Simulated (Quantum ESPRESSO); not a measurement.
# NiI2: parallel and opposed starts, part 2 of 2

Aim: find out which collinear order of NiI2 costs least.

Quantum ESPRESSO 7.5; PBEsol with U = 6 eV on Ni d (ortho-atomic projectors); plane waves with GBRV 1.5 PBEsol potentials, no spin-orbit coupling.

So far: The starting structure; Run 1 (ferro +).

The database entry behind the starting cell differs from later determinations by our own check (c about 0.7 % short), so it need not match the best structure at ambient conditions.

## 3. Run 2 (antiferro q=(0,0,1/2) +−)

The cell is doubled to 6 atoms to hold this order. The wavevector q is in fractions of the reciprocal vectors of the crystal's primitive cell, as the cells of these inputs are built from it; moments change sign between cells as cos(2π q·R).

pw.in

```
&CONTROL
  calculation = 'scf'
  prefix = 'pwscf'
  outdir = './tmp'
  pseudo_dir = './pseudo'
  disk_io = 'nowf'
/
&SYSTEM
  ibrav = 0
  nat = 6
  ntyp = 3
  ecutwfc = 40
  ecutrho = 280
  nbnd = 43
  occupations = 'smearing'
  smearing = 'fd'
  degauss = 0.00367493
  nspin = 2
  starting_magnetization(1) = 0.1111
  starting_magnetization(2) = -0.1111
  starting_magnetization(3) = 0
/
&ELECTRONS
  conv_thr = 1.2d-08
  electron_maxstep = 150
  mixing_beta = 0.3
/
ATOMIC_SPECIES
Ni1    58.6934 ni_pbesol_v1.4.uspp.F.UPF
Ni2    58.6934 ni_pbesol_v1.4.uspp.F.UPF
I     126.9045 i_pbesol_v1.uspp.F.UPF
CELL_PARAMETERS angstrom
   1.9515000000    1.1266990503    6.5566666667
  -1.9515000000    1.1266990503    6.5566666667
   0.0000000000   -4.5067962012   13.1133333334
ATOMIC_POSITIONS crystal
Ni1     0.0000000000    0.0000000000    0.0000000000
Ni2     0.0000000000    0.0000000000    0.5000000000
I       0.2500000000    0.2500000000    0.1250000000
I       0.2500000000    0.2500000000    0.6250000000
I       0.7500000000    0.7500000000    0.3750000000
I       0.7500000000    0.7500000000    0.8750000000
K_POINTS automatic
6 6 3 0 0 0
HUBBARD {ortho-atomic}
U Ni1-3d 6.0000
U Ni2-3d 6.0000
```

On the command line:

```bash
$ OMP_NUM_THREADS=1 mpirun -n 4 pw.x -nk 4 -in pw.in > pw.out
```

Log:

```text
[banner, memory and clock lines left out]
Program PWSCF v.7.5 starts

     Message from routine setup:
     using ibrav=0 with symmetry is DISCOURAGED, use correct ibrav instead

     bravais-lattice index     =            0
     lattice parameter (alat)  =      13.1016  a.u.
     unit-cell volume          =    1167.4477 (a.u.)^3
     number of atoms/cell      =            6
     number of atomic types    =            3
     number of electrons       =        64.00
     number of Kohn-Sham states=           43
     kinetic-energy cutoff     =      40.0000  Ry
     charge density cutoff     =     280.0000  Ry
     scf convergence threshold =      1.2E-08
     mixing beta               =       0.3000
     number of iterations used =            8  plain     mixing
     Exchange-correlation= SLA  PW   PSX  PSC
                           (   1   4  10   8   0   0   0)
     Hubbard projectors: ortho-atomic
     Hubbard parameters of DFT+U (Dudarev formulation) in eV:
     U(Ni1-3d) =  6.0000
     U(Ni2-3d) =  6.0000

     Internal variables: lda_plus_u =T, lda_plus_u_kind = 0

     Internal variables: orbital_resolved =F, hub_pot_fix =F, apply_U = F

     celldm(1)=  13.101634  celldm(2)=   0.000000  celldm(3)=   0.000000
     celldm(4)=   0.000000  celldm(5)=   0.000000  celldm(6)=   0.000000

     crystal axes: (cart. coord. in units of alat)
               a(1) = (   0.281476   0.162510   0.945707 )
               a(2) = (  -0.281476   0.162510   0.945707 )
               a(3) = (   0.000000  -0.650042   1.891414 )

     reciprocal axes: (cart. coord. in units 2 pi/alat)
               b(1) = (  1.776348  1.025575  0.352470 )
               b(2) = ( -1.776348  1.025575  0.352470 )
               b(3) = (  0.000000 -1.025575  0.176235 )

     PseudoPot. # 1 for Ni read from file:
     ni_pbesol_v1.4.uspp.F.UPF
     Pseudo is Ultrasoft + core correction, Zval = 18.0

     PseudoPot. # 2 for Ni read from file:
     ni_pbesol_v1.4.uspp.F.UPF
     Pseudo is Ultrasoft + core correction, Zval = 18.0

     PseudoPot. # 3 for I  read from file:
     i_pbesol_v1.uspp.F.UPF
     Pseudo is Ultrasoft + core correction, Zval =  7.0

     atomic species   valence    mass     pseudopotential
     Ni1              18.00    58.69340     Ni( 1.00)
     Ni2              18.00    58.69340     Ni( 1.00)
     I                 7.00   126.90450     I ( 1.00)

     Starting magnetic structure
     atomic species   magnetization
     Ni1             0.111
     Ni2            -0.111
     I               0.000

      4 Sym. Ops., with inversion, found

   Cartesian axes

     site n.     atom                  positions (alat units)
         1        Ni1    tau(   1) = (   0.0000000   0.0000000   0.0000000  )
         2        Ni2    tau(   2) = (   0.0000000  -0.3250209   0.9457068  )
         3        I      tau(   3) = (   0.0000000   0.0000000   0.7092801  )
         4        I      tau(   4) = (   0.0000000  -0.3250209   1.6549869  )
         5        I      tau(   5) = (   0.0000000   0.0000000   2.1278403  )
         6        I      tau(   6) = (   0.0000000  -0.3250209   3.0735472  )

     number of k points=    34  Fermi-Dirac smearing, width (Ry)=  0.0037
                       cart. coord. in units 2pi/alat
        k(    1) = (   0.0000000   0.0000000   0.0000000), wk =   0.0092593
        k(    2) = (   0.0000000  -0.3418583   0.0587450), wk =   0.0185185
        k(    3) = (  -0.2960580   0.1709292   0.0587450), wk =   0.0370370
        k(    4) = (  -0.2960580  -0.1709292   0.1174900), wk =   0.0370370
        k(    5) = (  -0.2960580   0.5127875  -0.0000000), wk =   0.0370370
        [... 29 further k-points ...]

     Dense  grid:    92383 G-vectors     FFT dimensions: (  72,  72, 144)

     Smooth grid:    39901 G-vectors     FFT dimensions: (  54,  54, 108)

     Check: negative core charge=   -0.000003
     Generating pointlists ...
     new r_m :   0.1658 (alat units)  2.1721 (a.u.) for type    1
     new r_m :   0.1658 (alat units)  2.1721 (a.u.) for type    2
     new r_m :   0.1658 (alat units)  2.1721 (a.u.) for type    3

     Initial potential from superposition of free atoms

     starting charge      59.9996, renormalised to      64.0000

     STARTING HUBBARD OCCUPATIONS:

     =================== HUBBARD OCCUPATIONS ===================
     ------------------------ ATOM    1 ------------------------
     Tr[ns(  1)] (up, down, total) =   5.00000  3.00000  8.00000
     Atomic magnetic moment for atom   1 =   2.00000
     [... lines left out ...]
     ------------------------ ATOM    2 ------------------------
     Tr[ns(  2)] (up, down, total) =   3.00000  5.00000  8.00000
     Atomic magnetic moment for atom   2 =  -2.00000
     [... lines left out ...]
     Number of occupied Hubbard levels =   16.0000

     Atomic wfc used for Hubbard projectors are orthogonalized

     Starting wfcs are   42 randomized atomic wfcs +    1 random wfcs

     Self-consistent Calculation

     iteration #  1     ecut=    40.00 Ry     beta= 0.30
     Davidson diagonalization with overlap
     ethr =  1.00E-02,  avg # of iterations =  5.4

     =================== HUBBARD OCCUPATIONS ===================
     ------------------------ ATOM    1 ------------------------
     Tr[ns(  1)] (up, down, total) =   3.36649  0.46082  3.82731
     Atomic magnetic moment for atom   1 =   2.90568
     [... lines left out ...]
     ------------------------ ATOM    2 ------------------------
     Tr[ns(  2)] (up, down, total) =   0.46072  3.36698  3.82769
     Atomic magnetic moment for atom   2 =  -2.90626
     [... lines left out ...]
     Number of occupied Hubbard levels =    7.6550

     total energy              =    -928.99456781 Ry
     estimated scf accuracy    <      50.56842523 Ry

     total magnetization       =    -0.00 Bohr mag/cell
     absolute magnetization    =     6.64 Bohr mag/cell

     iteration #  2     ecut=    40.00 Ry     beta= 0.30
     Davidson diagonalization with overlap
     ethr =  1.00E-02,  avg # of iterations =  3.0

     total energy              =    -943.96142006 Ry
     estimated scf accuracy    <      37.45050110 Ry

     total magnetization       =    -0.00 Bohr mag/cell
     absolute magnetization    =     0.40 Bohr mag/cell

     [... further iterations left out ...]

     iteration # 21     ecut=    40.00 Ry     beta= 0.30
     Davidson diagonalization with overlap
     ethr =  6.39E-11,  avg # of iterations =  2.0

     total energy              =    -946.45856579 Ry
     estimated scf accuracy    <       0.00000002 Ry

     total magnetization       =     0.00 Bohr mag/cell
     absolute magnetization    =     3.69 Bohr mag/cell

     iteration # 22     ecut=    40.00 Ry     beta= 0.30
     Davidson diagonalization with overlap
     ethr =  3.28E-11,  avg # of iterations =  2.0

     Magnetic moment per site  (integrated on atomic sphere of radius R)
     atom   1 (R=0.166)  charge= 16.8354  magn=  1.5355
     atom   2 (R=0.166)  charge= 16.8354  magn= -1.5355
     atom   3 (R=0.166)  charge=  4.2758  magn=  0.0479
     atom   4 (R=0.166)  charge=  4.2758  magn= -0.0479
     atom   5 (R=0.166)  charge=  4.2758  magn= -0.0479
     atom   6 (R=0.166)  charge=  4.2758  magn=  0.0479

     End of self-consistent calculation

     =================== HUBBARD OCCUPATIONS ===================
     ------------------------ ATOM    1 ------------------------
     Tr[ns(  1)] (up, down, total) =   4.96975  3.44470  8.41445
     Atomic magnetic moment for atom   1 =   1.52505
     [... lines left out ...]
     ------------------------ ATOM    2 ------------------------
     Tr[ns(  2)] (up, down, total) =   3.44470  4.96975  8.41445
     Atomic magnetic moment for atom   2 =  -1.52505
     [... lines left out ...]
     Number of occupied Hubbard levels =   16.8289

     [... lines left out ...]
     the Fermi energy is     6.5573 ev

!    total energy              =    -946.45856587 Ry
     estimated scf accuracy    <       0.00000001 Ry
     smearing contrib. (-TS)   =      -0.00000008 Ry
     internal energy E=F+TS    =    -946.45856579 Ry

     The total energy is F=E-TS. E is the sum of the following terms:
     one-electron contribution =    -755.47709850 Ry
     hartree contribution      =     399.92353253 Ry
     xc contribution           =    -261.84552559 Ry
     ewald contribution        =    -329.25016266 Ry
     Hubbard energy            =       0.19068842 Ry

     total magnetization       =    -0.00 Bohr mag/cell
     absolute magnetization    =     3.69 Bohr mag/cell

     convergence has been achieved in  22 iterations
```

Wall time 5.7 min (4 MPI ranks of Arm Neoverse V2, shared host); peak memory 1.4 GiB; 23 min of CPU time.

Spin moment in the atom's sphere by atom:

```csv
atom,spin moment in the atom's sphere (μB)
Ni1,1.54
Ni2,-1.54
I3,0.05
I4,-0.05
I5,-0.05
I6,0.05
```

Read from the output:

* smearing term TS: 1.08e-6 eV
* magnetization: 0 μB
* absolute magnetization: 3.686 μB
* final state: antiferromagnetic

## 4. Ranking

An order is kept where moments of 0.15 μB or more survive with the typed signs; meshes match where a doubled cell samples the same k points as the first cell.

Orders:

```csv
start,final state,typed order kept,energy over the lowest (meV a seeded atom),largest site moment (μB),net moment (μB a cell of the first run),mesh matched,CPU time (s)
ferro +,ferromagnetic,yes,1.369,1.539,2,yes,288.4
"antiferro q=(0,0,1/2) +-",antiferromagnetic,yes,0,1.535,0,yes,1359
```

## 5. Occupations of the corrected shells in the lowest state

Occupations of the Hubbard shells:

```csv
block,type,shell,spin,electrons,occupation numbers
1,Ni1,3d,up,4.97,0.993 0.993 0.993 0.996 0.996
1,Ni1,3d,down,3.445,0.237 0.245 0.987 0.988 0.988
2,Ni2,3d,up,3.445,0.237 0.245 0.987 0.988 0.988
2,Ni2,3d,down,4.97,0.993 0.993 0.993 0.996 0.996
```

## 6. Results

```
lowest state found      : antiferromagnetic (from antiferro q=(0,0,1/2) +-)
largest site moment     : 1.54 μB
next state with moments : ferromagnetic, 1.37 meV a seeded atom higher
```

The two lowest states lie so close that the mesh, the smearing, the functional or spin–orbit coupling could swap them. Only these 2 starts were compared; other wavevectors, canted and longer-period orders were not.

[Logs and program files are shortened in this print: banners, set-up blocks, solver, clock and traceback lines can be left out without a mark of their own.]

[Logs are printed without paths, hosts, clocks, repeated set-up lines and the standing remarks that a program may print on its own settings, such as how far it seeks lower states.]

[Hosts, paths, dates, database ids (printed as entryN), source tags and the programs' standing remarks are cut or masked in the printed files.]

[Where a cell is said to come from a database of computed structures, the database is the Materials Project.]
